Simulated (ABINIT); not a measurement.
# Converging GW for AgCl (Chlorargyrite) in ABINIT

Aim: raise bands and screening cutoff together for AgCl (Chlorargyrite) and follow gap and time.

Method: PBE and many-body steps on it, plane waves, in ABINIT 10.8.3.

The database entry behind the starting cell differs from later determinations by our own check (an axis about 1.4 % short against later determinations), so it need not match the best structure at ambient conditions.

### 1. Set-up

It takes space group Fm-3m (No. 225, cubic). Conventional cell: a = 5.470 Å, b = 5.470 Å, c = 5.470 Å, α = 90.00°, β = 90.00°, γ = 90.00°. Nearest to Ag lie 6 Cl at 2.74 Å. Nearest to Cl lie 6 Ag at 2.74 Å. Farther neighbours and most contacts between anions are not listed.

The cell and positions come from the Crystallography Open Database and are kept as given unless a step says otherwise.

### 2. Empty states on the mesh, 4×4×4 mesh, 209 bands

This step: ABINIT 10.8.3; DFT, PBE, plane waves, norm-conserving pseudopotentials.

The sums over transitions need many empty states on a uniform mesh; this step solves for them.

File run.abi:

```
acell 3*1.0 Angstrom
rprim 
  -0.000000000000 2.735000000000 2.735000000000
  2.735000000000 0.000000000000 2.735000000000
  2.735000000000 2.735000000000 -0.000000000000
ntypat 2
znucl 47 17
natom 2
typat 1 2
xred 
  0.000000000000 0.000000000000 0.000000000000
  0.500000000000 0.500000000000 0.500000000000
pp_dirpath "pseudos"
pseudos "Ag.upf, Cl.upf"
ecut 37
ngkpt 4 4 4
nshiftk 1
shiftk 0 0 0
kptopt 1
chksymbreak 0
irdden 1
istwfk *1
nband 209
prtvol 0
optdriver 6
gwr_task "HDIAGO"
paral_kgb 0
occopt 1
indata_prefix "in"
outdata_prefix "out"
tmpdata_prefix "tmp"
```

Run with:

```
> OMP_NUM_THREADS=1 mpirun -n 4 abinit run.abi > log
```

What it wrote:

```text
.Version 10.8.3 of ABINIT. v10.8.2 released Aug 2026.

 Symmetries : space group Fm -3 m (#225); Bravais cF (face-center cubic)
[... echo of the input left out ...]
== DATASET  1 ==================================================================
-   mpi_nproc: 4, omp_nthreads: 1 (-1 if OMP is not activated)

--- !DatasetInfo
iteration_state: {dtset: 1, }
dimensions: {natom: 2, nkpt: 8, mband: 209, nsppol: 1, nspinor: 1, nspden: 1, mpw: 2996, }
cutoff_energies: {ecut:  37.0, pawecutdg:  -1.0, }
[...]
Indirect band gap semiconductor
 Fundamental gap:     0.907 (eV)
   VBM:     5.246 (eV) at k: [ 5.0000E-01,  0.0000E+00,  0.0000E+00]
   CBM:     6.153 (eV) at k: [ 0.0000E+00,  0.0000E+00,  0.0000E+00]
 Direct gap:         3.396 (eV) at k: [ 0.0000E+00,  0.0000E+00,  0.0000E+00]

== END DATASET(S) ==============================================================
================================================================================

 -outvars: echo values of variables after computation  --------
           etotal      0.0000000000E+00
            nband         209
             nkpt           8
          spgroup         225
 [... the other variables as echoed above ...]

 Calculation completed.
```

Elapsed: 33 s, on 4 MPI ranks of Intel Xeon Platinum 8488C (Sapphire Rapids), shared host; peak memory 2.2 GiB; 2.2 min of CPU time.

Numbers from this step:

```yaml
gap: 0.9065 eV
k_of_the_valence_top: 0.5, 0, 0
k_of_the_conduction_bottom: 0, 0, 0
least_direct_gap: 3.396 eV
k_points_computed: 8
lowest_point_of_the_top_converged_band_above_the_valence_top: 147.8540 eV
```

On this mesh the gap is 0.907 eV.

The density comes from a self-consistent run that is not shown.

### 3. Screening, 4×4×4 mesh, 36 bands, screening to 76.2 eV

The RPA dielectric matrix is built and inverted for each q.

This step: RPA screening on PBE, plane waves, norm-conserving pseudopotentials.

Changes to run.abi since step 2:

```diff
@@ -20,10 +20,11 @@
 chksymbreak 0
-irdden 1
 istwfk *1
-nband 209
-prtvol 0
-optdriver 6
-gwr_task "HDIAGO"
-paral_kgb 0
 occopt 1
+irdwfk 1
+optdriver 3
+nband 36
+ecuteps 2.8
+inclvkb 2
+awtr 1
+symchi 1
 indata_prefix "in"
```

What it wrote:

```text
.Version 10.8.3 of ABINIT. v10.8.2 released Aug 2026.

 Symmetries : space group Fm -3 m (#225); Bravais cF (face-center cubic)
[... echo of the input left out ...]
== DATASET  1 ==================================================================
-   mpi_nproc: 4, omp_nthreads: 1 (-1 if OMP is not activated)

--- !DatasetInfo
iteration_state: {dtset: 1, }
dimensions: {natom: 2, nkpt: 8, mband: 36, nsppol: 1, nspinor: 1, nspden: 1, mpw: 2996, }
cutoff_energies: {ecut:  37.0, pawecutdg:  -1.0, }
electrons: {nelect:   2.60000000E+01, charge:   0.00000000E+00, occopt:   1.00000000E+00, tsmear:   1.00000000E-02, }

 SCREENING: Calculation of the susceptibility and dielectric matrices

 Based on a program developped by R.W. Godby, V. Olevano, G. Onida, and L. Reining.
 Incorporated in ABINIT by V. Olevano, G.-M. Rignanese, and M. Torrent.
.Using double precision arithmetic ; gwpc =  8

[... cell and pseudopotentials left out ...]
--------------------------------------------------------------------------------

 ==== K-mesh for the wavefunctions ====
 Number of points in the irreducible wedge :     8
[... list of points left out ...]
 Together with 48 symmetry operations and time-reversal symmetry
 yields    64 points in the full Brillouin Zone.

 ==== Q-mesh for the screening function ====
 Number of points in the irreducible wedge :     8
[... list of points left out ...]
 Together with 48 symmetry operations and time-reversal symmetry
 yields    64 points in the full Brillouin Zone.

 setmesh: FFT mesh size selected  =    25x   25x   25
          total number of points  =        15625

 vcoul_init : cutoff-mode = AUXILIARY_FUNCTION
 q-points for optical limit:   1
     1)      0.000010    0.000020    0.000030

- screening: taking advantage of time-reversal symmetry
- Maximum band index for partially occupied states nbvw = 13
- Remaining bands to be divided among processors   nbcw = 23
- Number of bands treated by each node ~5

 Number of electrons calculated from density =   26.0000; Expected =   26.0000
 average of density, n =  0.094162
 r_s =    1.3636
 omega_plasma =   29.6001 [eV]

 calculating chi0 at frequencies [eV] :
  1    0.000000E+00    0.000000E+00
  2    0.000000E+00    2.960009E+01

--------------------------------------------------------------------------------
  q-point number  1        q = ( 0.000000, 0.000000, 0.000000) [r.l.u.]
--------------------------------------------------------------------------------
[... chi0 elements left out ...]
 For q-point:  0.000010 0.000020 0.000030
  dielectric constant =   5.4492
  dielectric constant without local fields =   5.8190

  Average fulfillment of the sum rule on Im[epsilon] for q-point    1 :     28.21  [%]
[... wings left out ...]
  q-point number  2        q = ( 0.250000, 0.000000, 0.000000) [r.l.u.]
--------------------------------------------------------------------------------
[... chi0 elements left out ...]
  Average fulfillment of the sum rule on Im[epsilon] for q-point    2 :     45.25  [%]

 [... 6 further q-points ...]
```

It took 4.8 s on 4 MPI ranks; peak memory 0.52 GiB; 18 s of CPU time.

Numbers from this step:

- ε∞ with local fields, on this mesh, along the program's q direction: 5.449
- the same without local fields: 5.819
- plasma frequency: 29.60 eV
- plane waves in the screening matrix: 59

Local fields lower ε∞ by 6 %. On a Γ-centred mesh this coarse the value itself is usually too large, while a short band sum pulls it down.

### 4. 36 bands, 76.2 eV

The self-energy is evaluated for the states that the input lists, and the levels follow from it, in one-shot runs by the linearised quasiparticle equation.

This step: G0W0 on PBE, plane waves, norm-conserving pseudopotentials.

Changes to run.abi since step 3:

```diff
@@ -23,8 +23,17 @@
 irdwfk 1
-optdriver 3
+optdriver 4
 nband 36
+gwcalctyp 0
+ecutsigx 37
+symsigma 1
+nkptgw 2
+kptgw 
+  0.5000000000 0.0000000000 0.0000000000
+  0.0000000000 0.0000000000 0.0000000000
+bdgw 
+  12 15
+  11 17
 ecuteps 2.8
-inclvkb 2
-awtr 1
-symchi 1
+irdscr 1
+ppmodel 1
 indata_prefix "in"
```

What it wrote:

```text
.Version 10.8.3 of ABINIT. v10.8.2 released Aug 2026.

 Symmetries : space group Fm -3 m (#225); Bravais cF (face-center cubic)
[... echo of the input left out ...]
== DATASET  1 ==================================================================
-   mpi_nproc: 4, omp_nthreads: 1 (-1 if OMP is not activated)

--- !DatasetInfo
iteration_state: {dtset: 1, }
dimensions: {natom: 2, nkpt: 8, mband: 36, nsppol: 1, nspinor: 1, nspden: 1, mpw: 2996, }
cutoff_energies: {ecut:  37.0, pawecutdg:  -1.0, }
electrons: {nelect:   2.60000000E+01, charge:   0.00000000E+00, occopt:   1.00000000E+00, tsmear:   1.00000000E-02, }

 SIGMA: Calculation of the GW corrections

 Based on a program developped by R.W. Godby, V. Olevano, G. Onida, and L. Reining.
 Incorporated in ABINIT by V. Olevano, G.-M. Rignanese, and M. Torrent.
.Using double precision arithmetic ; gwpc =  8

[... cell and pseudopotentials left out ...]
--------------------------------------------------------------------------------

 ==== K-mesh for the wavefunctions ====
 Number of points in the irreducible wedge :     8
[... list of points left out ...]
 Together with 48 symmetry operations and time-reversal symmetry
 yields    64 points in the full Brillouin Zone.

 ==== Q-mesh for screening function ====
 Number of points in the irreducible wedge :     8
[... list of points left out ...]
 Together with 48 symmetry operations and time-reversal symmetry
 yields    64 points in the full Brillouin Zone.

 vcoul_init : cutoff-mode = AUXILIARY_FUNCTION
 q-points for optical limit:   1
     1)      0.000010    0.000020    0.000030
 setmesh: FFT mesh size selected  =    45x   45x   45
          total number of points  =        91125

 Number of electrons calculated from density =   26.0000; Expected =   26.0000
 average of density, n =  0.094162
 r_s =    1.3636
 omega_plasma =   29.6001 [eV]

 === KS Band Gaps ===
  >>>> For spin  1
   Minimum direct gap =   3.3956 [eV], located at k-point      :   0.0000  0.0000  0.0000
   Fundamental gap    =   0.9065 [eV], Top of valence bands at :   0.5000  0.0000  0.0000
                                       Bottom of conduction at :   0.0000  0.0000  0.0000
 SIGMA fundamental parameters:
 PLASMON POLE MODEL  1
 number of plane-waves for SigmaX                 2975
 number of plane-waves for SigmaC and W             59
 number of plane-waves for wavefunctions          2975
 number of bands                                    36
 number of independent spin polarizations            1
 number of spinorial components                      1
 number of k-points in IBZ                           8
 number of q-points in IBZ                           8
 number of symmetry operations                      48
 number of k-points in BZ                           64
 number of q-points in BZ                           64
 number of frequencies for dSigma/dE                 9
 frequency step for dSigma/dE [eV]                0.25
 number of omega for Sigma on real axis              0
 max omega for Sigma on real axis  [eV]           0.00
 zcut for avoiding poles [eV]                     0.10

 EPSILON^-1 parameters (SCR file):
 dimension of the eps^-1 matrix on file             59
 dimension of the eps^-1 matrix used                59
 number of plane-waves for wavefunctions          2975
 number of bands                                    36
 number of q-points in IBZ                           8
 number of frequencies                               2
 number of real frequencies                          1
 number of imag frequencies                          1

 matrix elements of self-energy operator (all in [eV])

 Perturbative Calculation

--- !SelfEnergy_ee
iteration_state: {dtset: 1, }
kpoint     : [   0.500,    0.000,    0.000, ]
spin       : 1
KS_gap     :    4.123
QP_gap     :    5.215
Delta_QP_KS:    1.092
data: !SigmaeeData |
     Band     E0 <VxcDFT>   SigX SigC(E0)      Z dSigC/dE  Sig(E)    E-E0       E
       12   5.246 -21.650 -26.538   4.325   0.800  -0.251 -22.100  -0.451   4.795
       13   5.246 -21.650 -26.538   4.325   0.800  -0.251 -22.100  -0.451   4.795
       14   9.369  -9.294  -5.032  -3.498   0.840  -0.191  -8.652   0.641  10.010
       15  12.019 -13.866  -7.779  -4.255   0.806  -0.240 -12.389   1.477  13.496

--- !SelfEnergy_ee
iteration_state: {dtset: 1, }
kpoint     : [   0.000,    0.000,    0.000, ]
spin       : 1
KS_gap     :    3.396
QP_gap     :    4.806
Delta_QP_KS:    1.410
data: !SigmaeeData |
     Band     E0 <VxcDFT>   SigX SigC(E0)      Z dSigC/dE  Sig(E)    E-E0       E
       11   2.757 -14.607 -18.832   3.481   0.796  -0.256 -15.200  -0.593   2.164
       12   2.757 -14.607 -18.832   3.481   0.796  -0.256 -15.200  -0.593   2.164
       13   2.757 -14.607 -18.832   3.481   0.796  -0.256 -15.200  -0.593   2.164
       14   6.153 -11.070  -6.741  -3.348   0.833  -0.201 -10.253   0.817   6.970
       15  15.918 -12.617  -7.185  -3.801   0.829  -0.206 -11.265   1.352  17.270
       16  15.918 -12.617  -7.185  -3.801   0.829  -0.206 -11.265   1.352  17.270
       17  15.918 -12.617  -7.185  -3.801   0.829  -0.206 -11.265   1.352  17.270

== END DATASET(S) ==============================================================
================================================================================

 -outvars: echo values of variables after computation  --------
           etotal      0.0000000000E+00
            nband          36
             nkpt           8
          spgroup         225
 [... the other variables as echoed above ...]

 Calculation completed.
```

Wall time 3.3 s (4 MPI ranks); peak memory 0.7 GiB.

This step gave:

* G0W0 gap on the points computed: 2.175 eV
* starting gap on the mesh: 0.9065 eV
* k of the valence top: 0.5, 0, 0
* k of the conduction bottom: 0, 0, 0
* Z at the valence top: 0.8
* Z at the conduction bottom: 0.833
* least direct G0W0 gap on the computed points: 4.806 eV

The gap on the mesh goes from 0.91 eV to 2.17 eV, a correction of +1.27 eV.

### 5. Screening, 4×4×4 mesh, 89 bands, screening to 141.5 eV

This step: RPA screening on PBE, plane waves, norm-conserving pseudopotentials.

Changes to run.abi since step 4:

```diff
@@ -23,17 +23,8 @@
 irdwfk 1
-optdriver 4
-nband 36
-gwcalctyp 0
-ecutsigx 37
-symsigma 1
-nkptgw 2
-kptgw 
-  0.5000000000 0.0000000000 0.0000000000
-  0.0000000000 0.0000000000 0.0000000000
-bdgw 
-  12 15
-  11 17
-ecuteps 2.8
-irdscr 1
-ppmodel 1
+optdriver 3
+nband 89
+ecuteps 5.2
+inclvkb 2
+awtr 1
+symchi 1
 indata_prefix "in"
```

What it wrote:

```text
.Version 10.8.3 of ABINIT. v10.8.2 released Aug 2026.

 Symmetries : space group Fm -3 m (#225); Bravais cF (face-center cubic)
[... echo of the input left out ...]
== DATASET  1 ==================================================================
-   mpi_nproc: 4, omp_nthreads: 1 (-1 if OMP is not activated)

--- !DatasetInfo
iteration_state: {dtset: 1, }
dimensions: {natom: 2, nkpt: 8, mband: 89, nsppol: 1, nspinor: 1, nspden: 1, mpw: 2996, }
cutoff_energies: {ecut:  37.0, pawecutdg:  -1.0, }
electrons: {nelect:   2.60000000E+01, charge:   0.00000000E+00, occopt:   1.00000000E+00, tsmear:   1.00000000E-02, }

 SCREENING: Calculation of the susceptibility and dielectric matrices

 Based on a program developped by R.W. Godby, V. Olevano, G. Onida, and L. Reining.
 Incorporated in ABINIT by V. Olevano, G.-M. Rignanese, and M. Torrent.
.Using double precision arithmetic ; gwpc =  8

[... cell and pseudopotentials left out ...]
--------------------------------------------------------------------------------

 ==== K-mesh for the wavefunctions ====
 Number of points in the irreducible wedge :     8
[... list of points left out ...]
 Together with 48 symmetry operations and time-reversal symmetry
 yields    64 points in the full Brillouin Zone.

 ==== Q-mesh for the screening function ====
 Number of points in the irreducible wedge :     8
[... list of points left out ...]
 Together with 48 symmetry operations and time-reversal symmetry
 yields    64 points in the full Brillouin Zone.

 setmesh: FFT mesh size selected  =    27x   27x   27
          total number of points  =        19683

 vcoul_init : cutoff-mode = AUXILIARY_FUNCTION
 q-points for optical limit:   1
     1)      0.000010    0.000020    0.000030

- screening: taking advantage of time-reversal symmetry
- Maximum band index for partially occupied states nbvw = 13
- Remaining bands to be divided among processors   nbcw = 76
- Number of bands treated by each node ~19

 Number of electrons calculated from density =   26.0000; Expected =   26.0000
 average of density, n =  0.094162
 r_s =    1.3636
 omega_plasma =   29.6001 [eV]

 calculating chi0 at frequencies [eV] :
  1    0.000000E+00    0.000000E+00
  2    0.000000E+00    2.960009E+01

--------------------------------------------------------------------------------
  q-point number  1        q = ( 0.000000, 0.000000, 0.000000) [r.l.u.]
--------------------------------------------------------------------------------
[... chi0 elements left out ...]
 For q-point:  0.000010 0.000020 0.000030
  dielectric constant =   5.4540
  dielectric constant without local fields =   5.9125

  Average fulfillment of the sum rule on Im[epsilon] for q-point    1 :     60.76  [%]
[... wings left out ...]
  q-point number  2        q = ( 0.250000, 0.000000, 0.000000) [r.l.u.]
--------------------------------------------------------------------------------
[... chi0 elements left out ...]
  Average fulfillment of the sum rule on Im[epsilon] for q-point    2 :     74.88  [%]

 [... 6 further q-points ...]
```

It took 18 s on 4 MPI ranks; peak memory 0.72 GiB; 73 s of CPU time.

Numbers from this step:

```
ε∞ with local fields, on this mesh, along the program's q direction : 5.454
the same without local fields                                       : 5.912
plasma frequency                                                    : 29.60 eV
plane waves in the screening matrix                                 : 169
```

(Continued in part 2 of 2.)

[Paths, hosts, dates, memory and timing lines, banners, echoed tables and standing remarks are left out of the program output.]

[Logs are printed without paths, hosts, clocks, repeated set-up lines and the standing remarks that a program may print on its own settings, such as how far it seeks lower states.]

[Runs of the session that timed out or met a known fault of the program may be left out.]

[No measured gap is set beside runs whose start may be inverted or whose files or cutoffs have a known fault.]

[Hosts, paths, dates, database ids (printed as entryN), source tags and the programs' standing remarks are cut or masked in the printed files.]

[G0W0 gaps are taken among the corrected bands and points alone; a level outside them can change the order at an edge.]

[Where Ansatz stands beside ABINIT at settings called matched, ABINIT's density can come from a denser mesh and the files from another edition; pairs whose starting gaps differed by over 0.03 eV were left out, so agreement reads better than it is.]
